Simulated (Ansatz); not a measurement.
# Static equation of state of H11RhC6NClO2 (P-1) (88 atoms)

The cell holds 88 atoms: 44 H, 4 Rh, 24 C, 4 N, 4 Cl and 8 O. Cell: a = 14.331 Å, b = 7.450 Å, c = 10.743 Å, α = 79.2°, β = 76.7°, γ = 61.3°. It derives from H11RhC6NClO2 (P-1), repeated 2×1×1. The starting structure: H11RhC6NClO2, space group P-1, structure from the Crystallography Open Database, 2 x 1 x 1 conventional cells; every coordinate displaced by a Gaussian of 0.02 Å; bonds to H set to neutron lengths (C-H 1.089, N-H 1.015, O-H 0.983, B-H 1.19 Å) where the listed ones are shorter.

Calculated with Ansatz 0.2.0: Kohn-Sham DFT, PBE+D3(BJ), PAW (set soft_2), plane waves; cutoff 420 eV, k-mesh 1×2×1, gaussian smearing of 0.025 eV. Cell and atoms were relaxed first, to V0 = 11.081 Å³ an atom at a residual P0 = -0.018 GPa. The cell was then scaled evenly, and the atoms were relaxed at each volume.

| volume (Å³/atom) | pressure (GPa) |
| --- | --- |
| 9.9726 | ? |
| 10.416 | 0.5653 |
| 10.748 | 0.2244 |
| 11.413 | -0.1860 |
| 11.746 | -0.3711 |

Task: Fit the third-order Birch–Murnaghan equation to the rows given and extrapolate to the withheld row.

Worked fit:

Take the Eulerian strain f = ½[(V0/V)^(2/3) − 1] and the normalised pressure F = (P − P0) / [3f(1 + 2f)^(5/2)]. The third-order Birch–Murnaghan equation is then the line F = B0 + (3/2)B0(B′ − 4) f, so u = f and v = F.

| u = f | v = F (GPa) |
| --- | --- |
| 0.0210565 | 8.33136 |
| 0.0102572 | 7.49082 |
| -0.00975671 | 6.02680 |
| -0.0190503 | 6.80559 |

With n = 4: mean u = 6.2667e-4, mean v = 7.16364, Σ(u − ū)² = 0.0010051, Σ(u − ū)(v − v̄) = 0.045857. Slope b = 0.045857 / 0.0010051 = 45.623; intercept a = v̄ − b ū = 7.1351.

So B0 = a = 7.14 GPa and B′ = 4 + 2b/(3a) = 8.26. At the withheld volume f = 0.03638, F = a + b f = 8.795 GPa, and P = P0 + 3f(1 + 2f)^(5/2) F.

Prediction at 9.9726: 1.126 GPa. The run gave 1.207 GPa, so the fit is low by 0.081 GPa (6.7 % of the value).

The series isn't one smooth equation of state: even a line fitted to all rows, the withheld one included, misses F by up to 10.5 %. B0 and B′ are then only the numbers of this fit, not moduli of the material. Among the rows given, the largest miss of the fit is at 11.746, by 0.028 GPa (1.8 % of the range of the table).

Limits: Static cells at zero temperature; the cell shape is held. The program notes that the SCF threshold of these relaxations is loose for the stress. The main run has no spin polarisation, so moments on Rh can't form in it, and no Hubbard term.

[Hosts, paths, dates, database ids (printed as entryN), source tags and the programs' standing remarks are cut or masked in the printed files.]
